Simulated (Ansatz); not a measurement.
# Pt3PbC (Pm-3m): a soft mode frozen in, part 2 of 3

Aim: this structure of Pt3PbC (Pm-3m) is to be tested for unstable modes, and one is followed downhill.

Ansatz 0.2.0; DFT PBEsol, scalar-relativistic, plane waves, PAW; PAW set soft_1.

So far, highest frequency on the path or at a solved wavevector (cm⁻¹): step 2 (phonons on a q mesh) 540. Also lowest frequency on the path (cm⁻¹): step 2 -127.

### Step 3. The mode frozen in, largest atomic shift 0 Å

The mode followed lies at q = (0, -0.5, -0.5) with frequency 100.6i cm⁻¹, one of the unstable modes though not the softest. At small amplitude the distorted cell has space group no. 123 by a symmetry search on the positions. The undistorted cell that holds it gives the zero of energy on the same k mesh.

System of this step: Pt3PbC. It takes space group Pm-3m (No. 221, cubic). The conventional cell has a = 4.281 Å, b = 4.281 Å, c = 4.281 Å, α = 90.00°, β = 90.00°, γ = 90.00°. Pt has 2 C at 2.14 Å and 8 Pt at 3.03 Å and 4 Pb at 3.03 Å nearest. Pt has 2 C at 2.14 Å and 4 Pb at 3.03 Å and 8 Pt at 3.03 Å nearest. Nearest to Pb lie 12 Pt at 3.03 Å. C has 6 Pt at 2.14 Å nearest. Farther neighbours are not listed.

input.yaml reads:

```yaml
crystal:
  lattice:
    - [-4.2811329647, 0.0, 0.0]
    - [0.0, -4.2811329647, -4.2811329647]
    - [0.0, -4.2811329647, 4.2811329647]
  atoms:
    - { symbol: Pt, position: [1.0, 0.0, 0.5] }
    - { symbol: Pt, position: [1.0, 0.5, 0.0] }
    - { symbol: Pt, position: [0.5, 0.25, 0.25] }
    - { symbol: Pt, position: [0.5, 0.75, 0.75] }
    - { symbol: Pt, position: [0.5, 0.75, 0.25] }
    - { symbol: Pt, position: [0.5, 0.25, 0.75] }
    - { symbol: Pb, position: [0.0, 0.0, 0.0] }
    - { symbol: Pb, position: [0.0, 0.5, 0.5] }
    - { symbol: C, position: [0.5, 0.0, 0.5] }
    - { symbol: C, position: [0.5, 0.5, 0.0] }
kpoints:
  mp_grid: { grid: [8, 6, 6] }
hamiltonian:
  xc: pbesol
  pseudopotentials: { kind: paw, azcp: { folder: soft_1 }, xc_functional: pbe }
scf:
  occupations: { method: methfessel_paxton, width: 0.2 }
output:
  forces: true
  stress: true
  eigenvalues: true
```

The run is started by

```sh
ansatz run input.yaml --threads 4 --pin off --max-ram 10240MiB --backend cpu --events-out ev --progress --plain --runs-dir out
```

Numbers of over 12 decimals in the logs are rounded to 6 here.

The log of the run:

```text
[...]
Crystal: 10 atoms, lattice volume = 156.930 Å³
Basis set: ecut = 420 eV, 3067 PW (Γ), exchange–correlation on 60×90×90 points (8 copies of the dense FFT grid, shifted against one another)
Bands: 87, of which v1, the nominal top of the filled ones, is band 72 counted from 1 (71 counted from 0)
Symmetry: 32 space group operations
[...]
k-points: 50 of 288
[...]
k-point 0: bands = [... 68 lower, 17.9287, 17.9362, 18.3241, 18.3241, 18.8537, 19.7115, 19.7206, 19.7206, ... 11 higher]
  k-point 1: bands = [... 68 lower, 18.0451, 18.0741, 18.1931, 18.2428, 18.3328, 19.6110, 19.9838, 19.9890, ... 11 higher]
  k-point 2: bands = [... 68 lower, 17.9123, 18.0040, 18.2614, 18.3505, 18.4510, 19.3273, 20.6911, 20.7399, ... 11 higher]
  k-point 49: bands = [... 68 lower, 18.3224, 18.3224, 18.3245, 18.3245, 19.7111, 19.7111, 20.7901, 20.7901, ... 11 higher]
[key lines of the parts left out:]
SCF converged after 8 iterations
Free energy (F): -98316.145071 eV
Fermi energy:    18.485041 eV
P = ⅓ Tr σ = 0.0607 GPa (0.607 kbar)
```

Run time: 9.1 s. Hardware: 4 threads of Arm Neoverse V2, shared host; peak memory 0.88 GiB.

This step gave:

```
pressure                         : 0.06067 GPa
energy from the undistorted cell : 0 meV/atom
```

The run ends at a pressure of 0.06 GPa.

### Step 4. The mode frozen in, largest atomic shift 0.08 Å

The atoms are moved along the unstable eigenvector, the largest shift by 0.08 Å, with the cell fixed.

input.yaml, the sections that differ from step 3:

```yaml
crystal:
  lattice:
    - [-4.2811329647, 0.0, 0.0]
    - [0.0, -4.2811329647, -4.2811329647]
    - [0.0, -4.2811329647, 4.2811329647]
  atoms:
    - { symbol: Pt, position: [1.0, 0.0, 0.5] }
    - { symbol: Pt, position: [1.0, 0.5, 0.0] }
    - { symbol: Pt, position: [0.5, 0.2406566789, 0.2406566789] }
    - { symbol: Pt, position: [0.5, 0.7593433211, 0.7593433211] }
    - { symbol: Pt, position: [0.5, 0.7593433211, 0.2406566789] }
    - { symbol: Pt, position: [0.5, 0.2406566789, 0.7593433211] }
    - { symbol: Pb, position: [0.0, 0.0, 0.0] }
    - { symbol: Pb, position: [0.0, 0.5, 0.5] }
    - { symbol: C, position: [0.5, 0.0, 0.5] }
    - { symbol: C, position: [0.5, 0.5, 0.0] }
# kpoints, hamiltonian, scf, output: as in step 3
```

The log of the run:

```text
[...]
Crystal: 10 atoms, lattice volume = 156.930 Å³
Basis set: ecut = 420 eV, 3067 PW (Γ), exchange–correlation on 60×90×90 points (8 copies of the dense FFT grid, shifted against one another)
Bands: 87, of which v1, the nominal top of the filled ones, is band 72 counted from 1 (71 counted from 0)
Symmetry: 16 space group operations
[...]
k-points: 50 of 288
[...]
k-point 0: bands = [... 68 lower, 17.9272, 17.9275, 18.2439, 18.2439, 18.8412, 19.6783, 19.7459, 19.8120, ... 11 higher]
  k-point 1: bands = [... 68 lower, 18.0242, 18.0719, 18.0960, 18.2936, 18.3275, 19.5815, 20.0083, 20.0645, ... 11 higher]
  k-point 2: bands = [... 68 lower, 17.9311, 18.0129, 18.2004, 18.3729, 18.4444, 19.3069, 20.7026, 20.7933, ... 11 higher]
  k-point 49: bands = [... 68 lower, 18.2746, 18.3200, 18.3200, 18.3761, 19.2849, 20.2232, 20.8392, 20.8392, ... 11 higher]
[key lines of the parts left out:]
SCF converged after 8 iterations
Free energy (F): -98316.178323 eV
Fermi energy:    18.517508 eV
P = ⅓ Tr σ = 0.2060 GPa (2.060 kbar)
```

Wall time 9.3 s (4 threads); peak memory 0.88 GiB.

This step gave:

* pressure: 0.2060 GPa
* energy from the undistorted cell: -3.478 meV/atom

The energy, extrapolated to zero smearing, is -3.48 meV/atom against the undistorted cell.

The run ends at a pressure of 0.21 GPa, with forces up to 0.067 eV/Å.

### Step 5. Energy along the mode, all amplitudes (two of the runs are shown above)

An imaginary frequency means negative curvature, so the energy should fall and then rise again as anharmonic terms take over.

This step gave:

```yaml
depth_at_the_lowest_point_sampled: 3.478 meV/atom
largest_atomic_shift_at_that_point: 0.08 Å
```

The energy from the parent by largest atomic shift:

```
largest atomic shift (Å)  energy from the parent (meV/atom)
                  0.0000                                  0
                  0.0400                              -1.65
                  0.0800                              -3.48
                  0.1400                              -1.41
                  0.2200                               21.6
```

Displacement at unit largest shift by atom:

```csv
atom,x (Å),y (Å),z (Å),size
Pt1,0.00,0.00,0.00,0.00
Pt2,0.00,0.00,0.00,0.00
Pt3,0.00,1.00,0.00,1.00
Pt4,0.00,-1.00,0.00,1.00
Pt5,0.00,0.00,-1.00,1.00
Pt6,0.00,0.00,1.00,1.00
Pb7,0.00,0.00,0.00,0.00
Pb8,0.00,0.00,0.00,0.00
C9,0.00,0.00,0.00,0.00
C10,0.00,0.00,0.00,0.00
```

The lowest of the steps tried is at 0.08 Å, 3.48 meV/atom below the parent; the bottom of the well need not coincide with a step.

### Step 6. Relaxing from the distorted cell

Starting from the lowest point found, all atoms and the cell are let go, so that strain and other modes of the same symmetry can join in.

Edit input.yaml of step 4 so:

```diff
@@ -27 +27,10 @@
   eigenvalues: true
+  write_density: true
+  write_potential: true
+  elf: true
+  volumetric_format: npy
+relax:
+  adjacent_minimum: "off"
+  f_tol: 0.002
+  max_steps: 120
+  cell: { stress_tol: 0.03 }
```

The log of the run:

```text
[...]
Crystal: 10 atoms, lattice volume = 156.930 Å³
Basis set: ecut = 420 eV, 3067 PW (Γ), exchange–correlation on 60×90×90 points (8 copies of the dense FFT grid, shifted against one another)
Bands: 87, of which v1, the nominal top of the filled ones, is band 72 counted from 1 (71 counted from 0)
Symmetry: 16 space group operations
[...]
k-points: 50 of 288
[...]
SCF iter   1: F=—  HF=-98319.110070 eV  |F-HF|=—  |Δ(HF+E_count)|=         —  Δρ=8.09e-2  dr2=1.17e1  ethr=3.10e-3  ⟨swp⟩=5.9  Hψ=15651  notcnv=0  defer=6
[...]
SCF iter   8: F=-98316.178323 eV  HF=-98316.178323 eV  |F-HF|=6.67e-8  |Δ(HF+E_count)|=   2.80e-7  S|Δr|=    0.00e0  Δρ=4.72e-6  dr2=8.78e-8  ethr=6.94e-11  ⟨swp⟩=16.4  Hψ=33514  notcnv=0
SCF 1 converged in 8 iterations: F = -98316.178323 eV  dr2 = 8.78e-8
[...]
relax step   1: F+E_penalty+E_count = -98316.17832320 eV  Δ(F+E_penalty+E_count) = +0.000e0 eV  max|allowed force component| = 6.692e-2 eV/Å  Δτ_max = 0.0000 Å  P = +0.206 GPa  Ω = 156.930 Å³  (8 SCF iters, dr2 threshold 1.00e-7 eV, accepted)
Crystal: 10 atoms, lattice volume = 157.252 Å³
[...]
SCF iter   5: F=-98316.182015 eV  HF=-98316.182015 eV  |F-HF|=3.80e-7  |Δ(HF+E_count)|=   2.45e-6  S|Δr|=    0.00e0  Δρ=1.24e-5  dr2=4.74e-7  ethr=6.94e-10  ⟨swp⟩=10.1  Hψ=32984  notcnv=0
SCF 2 converged in 5 iterations: F = -98316.182015 eV  dr2 = 4.74e-7
relax step   2: F+E_penalty+E_count = -98316.18201491 eV  Δ(F+E_penalty+E_count) = -3.692e-3 eV  max|allowed force component| = 2.496e-2 eV/Å  Δτ_max = 0.0122 Å  P = -0.121 GPa  Ω = 157.252 Å³  energy of the carried Pulay correction = -1.947e-4 eV  (5 SCF iters, dr2 threshold 1.00e-6 eV, accepted)
Crystal: 10 atoms, lattice volume = 156.920 Å³
Basis set: ecut = 420 eV, 3059 PW (Γ), exchange–correlation on 60×90×90 points (8 copies of the dense FFT grid, shifted against one another)
[...]
SCF iter   6: F=-98316.184219 eV  HF=-98316.184219 eV  |F-HF|=8.33e-8  |Δ(HF+E_count)|=   3.03e-7  S|Δr|=    0.00e0  Δρ=6.43e-6  dr2=1.24e-7  ethr=2.61e-10  ⟨swp⟩=11.7  Hψ=30565  notcnv=0
SCF 3 converged in 6 iterations: F = -98316.184219 eV  dr2 = 1.24e-7
relax step   3: F+E_penalty+E_count = -98316.18421898 eV  Δ(F+E_penalty+E_count) = -2.204e-3 eV  max|allowed force component| = 6.866e-2 eV/Å  Δτ_max = 0.0177 Å  P = +0.422 GPa  Ω = 156.920 Å³  energy of the carried Pulay correction = +6.100e-6 eV  (6 SCF iters, dr2 threshold 3.76e-7 eV, accepted)
[...]
relax step   4: F+E_penalty+E_count = -98316.18637089 eV  Δ(F+E_penalty+E_count) = -2.152e-3 eV  max|allowed force component| = 2.124e-2 eV/Å  Δτ_max = 0.0062 Å  P = -0.226 GPa  Ω = 157.424 Å³  energy of the carried Pulay correction = -2.983e-4 eV  (5 SCF iters, dr2 threshold 1.00e-6 eV, accepted)
[...]
relax step   5: F+E_penalty+E_count = -98316.18706997 eV  Δ(F+E_penalty+E_count) = -6.991e-4 eV  max|allowed force component| = 1.677e-3 eV/Å  Δτ_max = 0.0040 Å  P = -0.039 GPa  Ω = 157.256 Å³  energy of the carried Pulay correction = -1.970e-4 eV  (5 SCF iters, dr2 threshold 2.30e-7 eV, accepted)
[...]
relax step   6: F+E_penalty+E_count = -98316.18712961 eV  Δ(F+E_penalty+E_count) = -5.964e-5 eV  max|allowed force component| = 1.227e-4 eV/Å  Δτ_max = 0.0004 Å  P = +0.015 GPa  Ω = 157.220 Å³  energy of the carried Pulay correction = -1.751e-4 eV  (6 SCF iters, dr2 threshold 9.66e-9 eV, accepted)
[...]
SCF iter   5: F=-98316.187313 eV  HF=-98316.187313 eV  |F-HF|=4.37e-11  |Δ(HF+E_count)|=  1.46e-11  S|Δr|=    0.00e0  Δρ=5.10e-8  dr2=7.15e-12  ethr=1.00e-12  ⟨swp⟩=5.2  Hψ=17365  notcnv=0
SCF 7 converged in 5 iterations: F = -98316.187313 eV  dr2 = 7.15e-12
relax step   7: F+E_penalty+E_count = -98316.18731332 eV  Δ(F+E_penalty+E_count) = -1.837e-4 eV  max|allowed force component| = 1.437e-4 eV/Å  Δτ_max = 0.0000 Å  P = +0.015 GPa  Ω = 157.220 Å³  stress off target by 1.97e-2 GPa  SCF on the basis re-selected at this cell (its energy is not comparable with the rows above)  (5 SCF iters)
basis re-selected at this cell: Δ(F+E_penalty+E_count) = -1.837e-4 eV, ΔP = +0.000 GPa vs the last step (what re-selecting the basis moved, of the pressure what is left beyond the Pulay correction that the steps carried, after the strain that the cell walked since its last selection, with what the two solves' SCF thresholds leave and, on support functions, any second-order correction that the steps lacked; it is no m [...]
SCF converged after 5 iterations
[...]
Free energy (F): -98316.187313 eV
[...]
Internal energy: -98316.202535 eV  (E = F + TS)
E sigma→0 (E₀):  -98316.191119 eV
Entropy (-TS):   0.015221 eV (1.522 meV/atom)
Fermi energy:    18.483999 eV
[...]
--- Forces (eV/Å), atoms counted from 1 ---
  atom   1  Pt     0.00000000    -0.00000000     0.00000000
  atom   2  Pt     0.00000000    -0.00000000     0.00000000
  atom   3  Pt     0.00000000    -0.00014373     0.00000000
  atom   4  Pt    -0.00000000     0.00014373    -0.00000000
  atom   5  Pt     0.00000000    -0.00000000     0.00014373
  atom   6  Pt    -0.00000000     0.00000000    -0.00014373
  atom   7  Pb    -0.00000000     0.00000000    -0.00000000
  atom   8  Pb     0.00000000    -0.00000000     0.00000000
  atom   9  C      0.00000000     0.00000000     0.00000000
  atom  10  C     -0.00000000     0.00000000     0.00000000
  max |Σ_I F_I| component: 4.34e-18 eV/Å
--- Stress (GPa, compression-positive) ---
        0.019741       0.000000      -0.000000
       -0.000000       0.012887       0.000000
       -0.000000       0.000000       0.012887
  P = ⅓ Tr σ = 0.0152 GPa (0.152 kbar)
--- Band table (eV; the first three rows and the last of 50) ---
  k-point 0: bands = [... 68 lower, 17.8759, 17.9105, 18.2104, 18.2104, 18.7867, 19.6261, 19.7234, 19.8592, ... 11 higher]
  k-point 1: bands = [... 68 lower, 18.0023, 18.0137, 18.0545, 18.2821, 18.3098, 19.6189, 19.8862, 20.1023, ... 11 higher]
  k-point 2: bands = [... 68 lower, 17.8561, 17.9990, 18.1763, 18.3876, 18.4042, 19.3247, 20.5733, 20.8060, ... 11 higher]
  k-point 49: bands = [... 68 lower, 18.2021, 18.2366, 18.2366, 18.3297, 19.0615, 20.3049, 20.9594, 20.9594, ... 11 higher]
--- Relaxed structure (6 steps of the walk, 6 accepted, 1 SCFs on fresh bases) ---
  F+E_penalty+E_count = -98316.18731332 eV   max|allowed force component| = 1.437e-4 eV/Å   (the final SCF, on the basis selected at the relaxed cell)
  cell:  # Å, volume = 157.2200 Å³
    - [-4.344208, 0, 0]
    - [0, -4.253863, -4.253863]
    - [0, -4.253863, 4.253863]
  atoms:
    - { symbol: Pt, position: [1.0, 0.0, 0.500000] }
    - { symbol: Pt, position: [1.0, 0.500000, 0.0] }
    - { symbol: Pt, position: [0.5, 0.238311, 0.238311] }
    - { symbol: Pt, position: [0.5, 0.761689, 0.761689] }
    - { symbol: Pt, position: [0.5, 0.761689, 0.238311] }
    - { symbol: Pt, position: [0.5, 0.238311, 0.761689] }
    - { symbol: Pb, position: [0, 0, 0] }
    - { symbol: Pb, position: [0, 0.500000, 0.500000] }
    - { symbol: C, position: [0.5, 0.0, 0.500000] }
    - { symbol: C, position: [0.5, 0.500000, 0.0] }
```

The job ended after 74 s (4 threads; peak memory 0.92 GiB; 4.9 min of CPU time).

Step by step:

```csv
step,energy less that of the first step (eV),largest force component (eV/Å),pressure (GPa),volume (Å³)
1,0.0000,0.0669,0.21,156.93
2,-0.0037,0.0250,-0.12,157.25
3,-0.0059,0.0687,0.42,156.92
4,-0.0080,0.0212,-0.23,157.42
5,-0.0087,0.0017,-0.04,157.26
6,-0.0088,0.0001,0.01,157.22
7*,-0.0090,0.0001,0.02,157.22
```

Relaxation steps marked * repeat the geometry before them on a plane-wave basis chosen anew for their cell, so energy and pressure can jump there.

The run keeps the 16 symmetry operations that it works with, so distortions that break them were not tested.

```csv
cell as run,before,after,change
a (Å),4.281,4.344,+1.5 %
b (Å),6.054,6.016,-0.6 %
c (Å),6.054,6.016,-0.6 %
volume (Å³/atom),15.69,15.72,+0.2 %
```

The atoms that moved most (Å, as changes of fractional coordinates times the final cell):

| atom | dx | dy | dz | length |
| --- | --- | --- | --- | --- |
| Pt4 | 0.000 | -0.020 | 0.000 | 0.020 |
| Pt5 | 0.000 | 0.000 | -0.020 | 0.020 |
| Pt6 | 0.000 | 0.000 | 0.020 | 0.020 |
| Pt3 | 0.000 | 0.020 | 0.000 | 0.020 |

This step gave:

```
pressure        : 0.01517 GPa
volume per atom : 15.72 Å³
```

Electrostatic potential energy in the ac plane at fractional y = 0.000, with atoms of Pt and Pb and C within 0.2 Å of it. With pseudopotentials it is smooth inside the atoms' cores, unlike the true potential.

Ten even steps from '0' (-48 eV) to '9' (21 eV), each cell a mean:
```
43379999998534
33589999999743
56899999999876
89999999999998
99999999999999
99999999999999
56899988999976
02589865689741
00278510278610
00278510278510
00489742588720
34799987899864
88999999999998
99999999999999
99999999999999
77899999999987
34689999999854
43479999998633
44369999998534
```
Columns run along a (4.3 Å; values clipped at the 3rd and 97th percentile), rows up along c (6.0 Å). Atoms in or near the plane, at fractional coordinates: Pt at (0.00, 0.50), Pb at (0.00, 0.00), C at (0.50, 0.50).

Valence density in the ac plane at fractional y = 0.000, with atoms of Pt and Pb and C within 0.2 Å of it. It is the smooth field of the valence electrons, not physical close to the nuclei.

Values in e/Å³, 19 rows by 14 columns, each cell a mean:
```
 7  5  2  1  0  0  0  0  0  0  0  1  3  6
 4  3  1  0  0  0  0  0  0  0  0  1  2  3
 1  1  0  0  0  0  0  0  0  0  0  0  1  1
 0  0  0  0  0  0  0  0  0  0  0  0  0  0
 0  0  0  0  0  0  0  0  0  0  0  0  0  0
 0  0  0  0  0  0  0  0  0  0  0  0  0  0
 2  1  1  0  0  0  1  1  1  0  0  0  1  2
 6  4  2  1  0  1  1  1  1  1  0  1  3  5
10  8  3  1  1  1  1  2  1  1  1  1  5  9
11  9  4  1  1  1  2  1  1  1  1  1  5 10
 8  6  2  1  1  1  1  1  1  1  1  1  4  7
 3  2  1  0  0  1  1  1  1  0  0  0  1  3
 1  1  0  0  0  0  0  0  0  0  0  0  0  1
 0  0  0  0  0  0  0  0  0  0  0  0  0  0
 0  0  0  0  0  0  0  0  0  0  0  0  0  0
 1  1  0  0  0  0  0  0  0  0  0  0  0  1
 3  2  1  0  0  0  0  0  0  0  0  0  1  2
 5  4  2  1  0  0  0  0  0  0  0  1  3  5
 8  6  3  1  0  0  0  0  0  0  0  1  4  7
```
Columns run along a (4.3 Å), rows up along c (6.0 Å). Atoms in or near the plane, at fractional coordinates: Pt at (0.00, 0.50), Pb at (0.00, 0.00), C at (0.50, 0.50).

ELF in the ac plane at fractional y = 0.000, with atoms of Pt and Pb and C within 0.2 Å of it. It is the smooth field of the valence electrons, not physical close to the nuclei.

Ten even steps from '0' (0.01) to '9' (0.70), each cell a mean:
```
01553211123530
34542222223453
55432233322355
33222333322233
32222233322222
43222344432233
65423688753346
77535999984367
88647952695478
88647931595478
78636987995478
76434799963356
44322456532234
33222233322223
33222233322223
54322233322344
45532222223455
02543222223541
00453111124530
```
Columns run along a (4.3 Å), rows up along c (6.0 Å). Atoms in or near the plane, at fractional coordinates: Pt at (0.00, 0.50), Pb at (0.00, 0.00), C at (0.50, 0.50).

The distorted start has space group P4/mmm; the relaxation ends in P4/mmm.

### Step 7. The new phase in its own primitive cell

The relaxed structure is symmetrised, reduced to its primitive cell and relaxed tightly, as its phonons need.

input.yaml reads:

```yaml
crystal:
  lattice:
    - [6.0158708959, 0.0, 0.0]
    - [0.0, 6.0158708959, 0.0]
    - [0.0, 0.0, 4.344208392]
  atoms:
    - { symbol: Pt, position: [0.0, 0.5, 0.0] }
    - { symbol: Pt, position: [0.5, 0.0, 0.0] }
    - { symbol: Pt, position: [0.2383111728, 0.2383111728, 0.5] }
    - { symbol: Pt, position: [0.7616888272, 0.7616888272, 0.5] }
    - { symbol: Pt, position: [0.7616888272, 0.2383111728, 0.5] }
    - { symbol: Pt, position: [0.2383111728, 0.7616888272, 0.5] }
    - { symbol: Pb, position: [0.0, 0.0, 0.0] }
    - { symbol: Pb, position: [0.5, 0.5, 0.0] }
    - { symbol: C, position: [0.0, 0.5, 0.5] }
    - { symbol: C, position: [0.5, 0.0, 0.5] }
kpoints:
  mp_grid: { grid: [6, 6, 8] }
hamiltonian:
  xc: pbesol
  pseudopotentials: { kind: paw, azcp: { folder: soft_1 }, xc_functional: pbe }
scf:
  occupations: { method: methfessel_paxton, width: 0.2 }
output:
  forces: true
  stress: true
  eigenvalues: true
relax:
  adjacent_minimum: "off"
  f_tol: 0.001
  max_steps: 60
  cell: { stress_tol: 0.01 }
```

The log of the run:

```text
[...]
Crystal: 10 atoms, lattice volume = 157.220 Å³
Basis set: ecut = 420 eV, 3083 PW (Γ), exchange–correlation on 90×90×60 points (8 copies of the dense FFT grid, shifted against one another)
Bands: 87, of which v1, the nominal top of the filled ones, is band 72 counted from 1 (71 counted from 0)
Symmetry: 16 space group operations
[...]
k-points: 50 of 288
[...]
atoms:
    - { symbol: Pt, position: [0, 0.5, 0.0] }
    - { symbol: Pt, position: [0.5, 0, 0.0] }
    - { symbol: Pt, position: [0.238311, 0.238311, 0.5] }
    - { symbol: Pt, position: [0.761689, 0.761689, 0.5] }
    - { symbol: Pt, position: [0.761689, 0.238311, 0.5] }
    - { symbol: Pt, position: [0.238311, 0.761689, 0.5] }
    - { symbol: Pb, position: [0, 0, 0.0] }
    - { symbol: Pb, position: [0.5, 0.5, 0.0] }
    - { symbol: C, position: [0, 0.5, 0.5] }
    - { symbol: C, position: [0.5, 0, 0.5] }
[key lines of the parts left out:]
SCF converged after 4 iterations
Free energy (F): -98316.187314 eV
Fermi energy:    18.481829 eV
P = ⅓ Tr σ = -0.0009 GPa (-0.009 kbar)
```

Elapsed: 37 s, on 4 threads; peak memory 0.91 GiB.

Little changed from the start: no atom moved by 0.005 Å and no cell edge by 0.1 %.

Numbers from this step:

| Item | Value |
| --- | --- |
| pressure | -9.02e-4 GPa |

The largest force component left is 0.0091 meV/Å and the pressure is -0.001 GPa, within the tolerances set. The cell now holds 15.72 Å³/atom.

[end of part 2 of 3]

[Logs are printed without paths, hosts, clocks, repeated set-up lines and the standing remarks that a program may print on its own settings, such as how far it seeks lower states.]

[Hosts, paths, dates, database ids (printed as entryN), source tags and the programs' standing remarks are cut or masked in the printed files.]
